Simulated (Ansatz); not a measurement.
**What (SiC)1(MgO)3 [0001] superlattice, started as wurtzite distorts into**

Wanted: the energy along a soft mode of (SiC)1(MgO)3 [0001] superlattice, started as wurtzite and the structure at the end.

Calculated with Ansatz 0.2.0; DFT PBEsol, scalar-relativistic, plane waves, PAW.

This is a report of a sequence of runs, with most program output left out.

The structure was built from a prototype and need not be the compound's stable phase.

## 1. Set-up

The structure is trigonal, space group P3m1 (No. 156). The conventional cell has a = 3.315 Å, b = 3.315 Å, c = 10.338 Å, α = 90.00°, β = 90.00°, γ = 120.00°. C has 1 Si at 1.70 Å and 3 Mg at 2.08 Å nearest. Nearest to Mg lie 1 O at 2.02 Å and 3 C at 2.08 Å. Mg has 4 O at 1.97 to 2.01 Å nearest. Mg has 4 O at 1.97 to 2.09 Å nearest. O has 4 Mg at 1.97 to 2.02 Å nearest. Nearest to O lie 4 Mg at 1.97 to 2.01 Å. Farther neighbours and most contacts between anions are not listed.

## 2. Zone-centre response

The cell comes from relaxations at this level that are not shown. The zone centre is the only wavevector solved here; it holds the modes that light can see, as far as symmetry allows. No field response is asked, since the mesh shows no gap.

input.yaml reads:

```yaml
crystal:
  lattice:
    - [3.3151963347, 0.0, 0.0]
    - [-1.6575981673, 2.8710442444, 0.0]
    - [0.0, 0.0, 10.3376472504]
  atoms:
    - { symbol: C, position: [0.3333333333, 0.6666666667, 0.1757132718] }
    - { symbol: Mg, position: [0.6666666667, 0.3333333333, 0.2549953568] }
    - { symbol: Mg, position: [0.3333333333, 0.6666666667, 0.495321953] }
    - { symbol: Mg, position: [0.6666666667, 0.3333333333, 0.7348127706] }
    - { symbol: O, position: [0.6666666667, 0.3333333333, 0.4508227608] }
    - { symbol: O, position: [0.3333333333, 0.6666666667, 0.6900257389] }
    - { symbol: O, position: [0.6666666667, 0.3333333333, 0.9369077861] }
    - { symbol: Si, position: [0.3333333333, 0.6666666667, 0.0114003619] }
kpoints:
  mp_grid: { grid: [12, 12, 4] }
hamiltonian:
  xc: pbesol
scf:
  occupations: { method: methfessel_paxton, width: 0.2 }
output:
  eigenvalues: true
phonons:
  method: dfpt
```

Command:

```
> ansatz run input.yaml --threads 4 --pin off --max-ram 14336MiB --backend cpu --events-out ev --progress --plain --runs-dir out
```

Elapsed: 2.4 min, on 4 threads of Intel Xeon Platinum 8488C (Sapphire Rapids), shared host; peak memory 1.9 GiB; 8.9 min of CPU time.

This step gave:

- volume per atom: 12.30 Å³
- gap on the k-mesh: 0 eV
- sum-rule residual before enforcement: 2.23e-4 eV/Å²
- point group: 3m
- highest optical mode at the zone centre (no LO-TO term): 1009 cm⁻¹
- lowest optical zone-centre mode: -307.1 cm⁻¹

Patterns of degenerate modes are one choice out of their space. The modes at Γ (shares of kinetic energy by element, %) (negative means imaginary):

```tsv
mode	frequency (cm⁻¹)	symmetry	C %	Mg %	O %	Si %
1	-307.1	E	0	0	65	34
2	-307.1	E	0	0	65	34
3	0.0	acoustic	7	45	30	17
4	0.0	acoustic	7	45	30	17
5	0.0	acoustic	7	45	30	17
6	112.2	E	0	23	38	39
7	112.2	E	0	23	38	39
8	130.9	E	17	62	15	6
9	130.9	E	17	62	15	6
10	178.1	E	7	61	29	3
11	178.1	E	7	61	29	3
12	225.2	A1	12	40	16	32
13	271.1	A1	0	64	34	2
14	384.6	A1	1	70	23	7
15	446.5	A1	2	29	54	15
16	506.9	A1	1	21	76	2
17	530.3	E	0	37	63	0
18	530.3	E	0	37	63	0
19	533.0	E	2	39	60	0
20	533.0	E	2	39	60	0
21	545.3	E	66	32	2	0
22	545.3	E	66	32	2	0
23	558.5	A1	0	29	68	3
24	1009.4	A1	76	1	0	22
```

Displacements in mode 1 (-307.1 cm⁻¹), the largest set to 1:
```
C1  -0.10  0.00  0.00
Mg2 -0.05  0.00  0.00
Mg3  0.00  0.00  0.00
Mg4  0.05  0.00  0.00
O5   0.00  0.00  0.00
O6   0.04  0.00  0.00
O7   1.00  0.00  0.00
Si8 -0.55  0.00  0.00
```

Displacements in mode 23 (558.5 cm⁻¹), the largest set to 1:
```
C1   0.00  0.00  0.06
Mg2  0.00  0.00 -0.45
Mg3  0.00  0.00 -0.19
Mg4  0.00  0.00  0.50
O5   0.00  0.00  1.00
O6   0.00  0.00 -0.71
O7   0.00  0.00 -0.48
Si8  0.00  0.00  0.20
```

Before it was imposed, the acoustic sum rule was missed by 2.2e-4 eV/Å². Small misses are needed for a sound result but don't prove that mesh and cutoff are converged. The lowest optical mode is imaginary, 307.1i cm⁻¹, so the energy falls along it.

## 3. The mode frozen in, largest atomic shift 0 Å

The mode followed lies at Γ with frequency 307.2i cm⁻¹ and is 2-fold degenerate, the softest among the wavevectors solved. At small amplitude the distorted cell has space group no. 8 by a symmetry search on the positions. The undistorted cell that holds it gives the zero of energy on the same k mesh.

input.yaml, as its differences from that of step 2:

```diff
@@ -21,4 +21,4 @@
 output:
+  forces: true
+  stress: true
   eigenvalues: true
-phonons:
-  method: dfpt
```

Wall time 4.2 s (4 threads); peak memory 0.54 GiB; 16 s of CPU time.

Numbers from this step:

```yaml
pressure: 2.43e-4 GPa
energy_from_the_undistorted_cell: 0 meV/atom
```

The run ends at a pressure of 0.00 GPa, with forces up to 5.0e-4 eV/Å.

## 4. The mode frozen in, largest atomic shift 0.22 Å

The atoms are moved along the unstable eigenvector, the largest shift by 0.22 Å, with the cell fixed.

input.yaml, the sections that differ from step 3:

```yaml
crystal:
  lattice:
    - [3.3151963347, 0.0, 0.0]
    - [-1.6575981673, 2.8710442444, 0.0]
    - [0.0, 0.0, 10.3376472504]
  atoms:
    - { symbol: C, position: [0.3370616716, 0.6629383284, 0.1757132718] }
    - { symbol: Mg, position: [0.6684994307, 0.3315005693, 0.2549953568] }
    - { symbol: Mg, position: [0.3331712023, 0.6668287977, 0.495321953] }
    - { symbol: Mg, position: [0.6649159917, 0.3350840083, 0.7348127706] }
    - { symbol: O, position: [0.6666565715, 0.3333434285, 0.4508227608] }
    - { symbol: O, position: [0.3319354812, 0.6680645188, 0.6900257389] }
    - { symbol: O, position: [0.6283530809, 0.3716469191, 0.9369077861] }
    - { symbol: Si, position: [0.3544360272, 0.6455639728, 0.0114003619] }
# kpoints, hamiltonian, scf, output: as in step 3
```

Elapsed: 9.7 s, on 4 threads; peak memory 0.72 GiB.

This step gave:

```
pressure                         : 1.370 GPa
energy from the undistorted cell : -19.98 meV/atom
```

The energy, extrapolated to zero smearing, is -19.98 meV/atom against the undistorted cell.

The run ends at a pressure of 1.37 GPa, with forces up to 0.73 eV/Å.

## 5. Energy along the mode, all amplitudes (two of the runs are shown above)

An imaginary frequency means negative curvature, so the energy should fall and then rise again as anharmonic terms take over.

This step gave:

```yaml
depth_at_the_lowest_point_sampled: 19.98 meV/atom
largest_atomic_shift_at_that_point: 0.22 Å
```

The energy from the parent by largest shift of an atom, one sign:

```tsv
largest shift of an atom, one sign (Å)	energy from the parent (meV/atom)
0.000	0
0.040	-0.921
0.080	-3.70
0.140	-10.5
0.220	-20.0
0.320	-15.2
0.450	88.1
```

Displacement at unit largest shift by atom:

```tsv
atom	x (Å)	y (Å)	z (Å)	size
C1	0.084	-0.049	0.000	0.097
Mg2	0.041	-0.024	0.000	0.048
Mg3	-0.004	0.002	0.000	0.004
Mg4	-0.040	0.023	0.000	0.046
O5	0.000	0.000	0.000	0.000
O6	-0.032	0.018	0.000	0.037
O7	-0.866	0.500	0.000	1.000
Si8	0.477	-0.275	0.000	0.551
```

The lowest of the steps tried is at 0.22 Å, 20.0 meV/atom below the parent; the bottom of the well need not coincide with a step.

## 6. Relaxing from the distorted cell

Starting from the lowest point found, all atoms and the cell are let go, so that strain and other modes of the same symmetry can join in.

input.yaml, as its differences from that of step 4:

```diff
@@ -24 +24,6 @@
   eigenvalues: true
+relax:
+  adjacent_minimum: "off"
+  f_tol: 0.002
+  max_steps: 120
+  cell: { stress_tol: 0.03 }
```

It took 2.5 min on 4 threads; peak memory 0.81 GiB; 9.8 min of CPU time.

The steps of the relaxation:

```tsv
step	energy less that of the first step (eV)	largest force component (eV/Å)	pressure (GPa)	volume (Å³)
1	0.0000	0.5430	1.37	98.39
2	-0.0662	0.6220	0.27	99.44
3	-0.1261	0.6593	-0.57	100.71
4	-0.1562	0.4833	0.39	100.12
5	-0.1866	0.3076	0.59	101.17
6	-0.1945	0.1367	-0.01	101.68
7	-0.2004	0.2159	0.29	102.24
8	-0.2017	0.0463	0.08	102.69
9	-0.2020	0.0174	0.03	102.73
10	-0.2019	0.0187	0.00	102.79
11	-0.2020	0.0077	0.00	102.76
12	-0.2020	0.0057	0.02	102.75
13	-0.2020	0.0013	0.00	102.75
14*	-0.2215	0.0019	0.29	102.75
15	-0.2215	0.0128	0.11	102.98
16	-0.2213	0.0242	-0.02	103.14
17	-0.2215	0.0054	0.01	103.11
18	-0.2215	0.0005	0.00	103.11
19*	-0.2225	0.0006	0.01	103.11
```

Relaxation steps marked * repeat the geometry before them on a plane-wave basis chosen anew for their cell, so energy and pressure can jump there. Relaxation step 10 was tried and not accepted.

The run keeps the 2 symmetry operations that it works with, so distortions that break them were not tested.

```tsv
cell as run	before	after	change
a (Å)	3.315	3.368	+1.6 %
b (Å)	3.315	3.368	+1.6 %
c (Å)	10.338	10.279	-0.6 %
α (°)	90.00	91.88	+2.1 %
β (°)	90.00	88.12	-2.1 %
γ (°)	120.00	117.76	-1.9 %
volume (Å³/atom)	12.30	12.89	+4.8 %
```

The atoms that moved most (Å, as changes of fractional coordinates times the final cell):

```tsv
atom	dx	dy	dz	length
Si8	0.257	-0.148	0.152	0.333
O6	-0.136	0.079	-0.045	0.163
Mg4	-0.117	0.068	-0.089	0.162
O7	-0.008	0.005	-0.125	0.126
C1	0.027	-0.016	0.109	0.113
Mg3	-0.069	0.040	-0.032	0.086
Mg2	0.069	-0.040	0.018	0.082
O5	-0.022	0.013	0.011	0.028
```

The relaxed structure:

```cif
data_structure
_symmetry_space_group_name_H-M 'P 1'
_symmetry_Int_Tables_number 1
_cell_length_a 3.3681
_cell_length_b 3.3681
_cell_length_c 10.2792
_cell_angle_alpha 91.878
_cell_angle_beta 88.122
_cell_angle_gamma 117.762
_cell_volume 103.11
loop_
_atom_site_label
_atom_site_type_symbol
_atom_site_fract_x
_atom_site_fract_y
_atom_site_fract_z
_atom_site_occupancy
C1 C 0.34218 0.65782 0.18625 1
Mg2 Mg 0.68226 0.31774 0.25662 1
Mg3 Mg 0.31941 0.68059 0.49239 1
Mg4 Mg 0.64168 0.35832 0.72639 1
O5 O 0.66225 0.33775 0.45196 1
O6 O 0.30484 0.69516 0.68598 1
O7 O 0.62709 0.37291 0.92474 1
Si8 Si 0.40532 0.59468 0.02567 1
```

This step gave:

```
pressure          : 0.006354 GPa
volume per atom   : 12.89 Å³
gap on the k-mesh : 0.2474 eV
```

The distorted start has space group Cm; the relaxation ends in Cm.

## 7. The new phase in its own primitive cell

The relaxed structure is symmetrised, reduced to its primitive cell and relaxed tightly, as its phonons need.

input.yaml reads:

```yaml
crystal:
  lattice:
    - [2.8834456297, -1.7407053554, 0.0]
    - [2.8834456297, 1.7407053554, 0.0]
    - [-0.3935185025, 0.0, 10.2716998685]
  atoms:
    - { symbol: C, position: [0.3421771256, 0.3421771256, 0.8137519878] }
    - { symbol: Mg, position: [0.6822596744, 0.6822596744, 0.7433846304] }
    - { symbol: Mg, position: [0.3194059493, 0.3194059493, 0.5076082207] }
    - { symbol: Mg, position: [0.6416816931, 0.6416816931, 0.2736060916] }
    - { symbol: O, position: [0.6622538341, 0.6622538341, 0.5480370529] }
    - { symbol: O, position: [0.3048365882, 0.3048365882, 0.3140199049] }
    - { symbol: O, position: [0.6270913945, 0.6270913945, 0.0752615523] }
    - { symbol: Si, position: [0.405323198, 0.405323198, 0.9743305596] }
kpoints:
  mp_grid: { grid: [10, 10, 4] }
hamiltonian:
  xc: pbesol
scf:
  occupations: { method: methfessel_paxton, width: 0.2 }
output:
  forces: true
  stress: true
  eigenvalues: true
relax:
  adjacent_minimum: "off"
  f_tol: 0.001
  max_steps: 60
  cell: { stress_tol: 0.01 }
```

Wall time 51 s (4 threads); peak memory 0.69 GiB; 3.3 min of CPU time.

Little changed from the start: no atom moved by 0.005 Å and no cell edge by 0.1 %.

Numbers from this step:

- pressure: 2.39e-5 GPa
- gap on the k-mesh: 0.1887 eV
- direct gap on mesh: 0.2743 eV

The largest force component left is 0.53 meV/Å and the pressure is 0.000 GPa, within the tolerances set. The cell now holds 12.89 Å³/atom.

## 8. Modes of the new phase, k-mesh 10×10×4

A relaxed structure may still be a saddle point, so its zone-centre modes are computed. No field response is asked.

input.yaml reads:

```yaml
crystal:
  lattice:
    - [2.8837162934, -1.7411719238, -0.0002643508]
    - [2.8837162934, 1.7411719238, -0.0002643508]
    - [-0.3944971385, 0.0, 10.2693450022]
  atoms:
    - { symbol: C, position: [0.3421981978, 0.3421981978, 0.8136851037] }
    - { symbol: Mg, position: [0.6822684864, 0.6822684864, 0.7433921632] }
    - { symbol: Mg, position: [0.319375134, 0.319375134, 0.5076450906] }
    - { symbol: Mg, position: [0.6416486148, 0.6416486148, 0.2736767651] }
    - { symbol: O, position: [0.6622532726, 0.6622532726, 0.5480011562] }
    - { symbol: O, position: [0.3047850248, 0.3047850248, 0.3140227836] }
    - { symbol: O, position: [0.6270993686, 0.6270993686, 0.0752822634] }
    - { symbol: Si, position: [0.4054013581, 0.4054013581, 0.9742946743] }
kpoints:
  mp_grid: { grid: [10, 10, 4] }
hamiltonian:
  xc: pbesol
scf:
  occupations: { method: methfessel_paxton, width: 0.2 }
output:
  eigenvalues: true
phonons:
  method: dfpt
```

Wall time 2.4 min (4 threads); peak memory 1.6 GiB.

Numbers from this step:

```
sum-rule residual before enforcement                    : 2.97e-4 eV/Å²
point group                                             : m
highest optical mode at the zone centre (no LO-TO term) : 1104 cm⁻¹
lowest optical zone-centre mode                         : -56.01 cm⁻¹
```

Patterns of degenerate modes are one choice out of their space. The modes at Γ (shares of kinetic energy by element, %) (negative means imaginary):

```tsv
mode	frequency (cm⁻¹)	symmetry	C %	Mg %	O %	Si %
1	-56.0	A''	0	2	43	55
2	0.0	acoustic	7	45	30	17
3	0.0	acoustic	7	45	30	17
4	0.0	acoustic	7	45	30	17
5	94.5	A''	6	20	47	28
6	104.8	A'	2	28	23	47
7	127.1	A''	16	61	23	0
8	143.4	A'	15	56	15	14
9	173.4	A'	6	46	31	17
10	191.7	A''	5	65	30	0
11	196.6	A'	9	39	37	14
12	257.4	A'	4	42	44	11
13	304.0	A'	0	48	48	4
14	397.9	A'	2	74	18	7
15	472.0	A'	0	37	63	0
16	475.0	A'	0	38	62	0
17	477.6	A''	0	36	64	0
18	483.0	A''	0	37	63	0
19	506.7	A'	14	40	44	2
20	520.8	A'	52	33	14	0
21	556.6	A'	2	27	71	0
22	569.8	A''	66	34	0	0
23	858.5	A'	28	1	61	10
24	1103.5	A'	51	0	9	39
```

Displacements in mode 1 (-56.0 cm⁻¹), the largest set to 1:
```
C1   0.00 -0.01  0.00
Mg2  0.00  0.02  0.00
Mg3  0.00 -0.04  0.00
Mg4  0.00 -0.18  0.00
O5   0.00 -0.03  0.00
O6   0.00 -0.16  0.00
O7   0.00 -1.00  0.00
Si8  0.00  0.86  0.00
```

Displacements in mode 20 (520.8 cm⁻¹), the largest set to 1:
```
C1   1.00  0.00 -0.25
Mg2 -0.48  0.00 -0.03
Mg3 -0.05  0.00 -0.31
Mg4  0.00  0.00  0.06
O5   0.10  0.00  0.41
O6  -0.01  0.00  0.20
O7   0.07  0.00  0.01
Si8 -0.06  0.00 -0.01
```

Before it was imposed, the acoustic sum rule was missed by 3.0e-4 eV/Å². Small misses are needed for a sound result but don't prove that mesh and cutoff are converged. The lowest optical mode is imaginary, 56.0i cm⁻¹, so the energy falls along it.

## 9. Results

* unstable mode of the parent: q = (0, 0, 0), 307i cm⁻¹
* depth at the lowest point sampled: 20.0 meV/atom
* largest atomic shift at that point: 0.22 Å
* space group reached (within 0.01 Å): Cm
* energy gained over the parent (first relaxation, on the mesh of the frozen mode): 47.8 meV/atom
* volume per atom, phase reached: 12.9 Å³
* gap on the k-mesh, phase reached: 0.189 eV
* lowest optical zone-centre mode, phase reached: -56.0 cm⁻¹
* highest optical mode at the zone centre (no LO-TO term), phase reached: 1104 cm⁻¹

What this shows: Along this mode the structure falls into Cm, 47.8 meV/atom below the parent. At the parent's cell the well is 19.98 meV/atom deep on the steps tried, with its lowest point at a shift of 0.22 Å. Relaxing atoms and cell changes the gain by +27.87 meV/atom against the lowest step (energies at zero smearing). The new phase still has an imaginary mode at the zone centre of its cell, so it is a saddle point on the way to a lower structure. Of the 2 patterns followed to their end from this parent, this one ends 25.9 meV/atom above the lowest, Cm. Each path keeps the symmetry of its pattern, so a lower phase may lie along a pattern not tried. With no gap, or one that is small against the smearing, the frequencies hang on the k mesh and the smearing, most of all near Kohn anomalies. The starting cell was built on a prototype and not taken from a measurement, so the phase need not exist.

[Logs are printed without paths, hosts, clocks, repeated set-up lines and the standing remarks that a program may print on its own settings, such as how far it seeks lower states.]

[Hosts, paths, dates, database ids (printed as entryN), source tags and the programs' standing remarks are cut or masked in the printed files.]
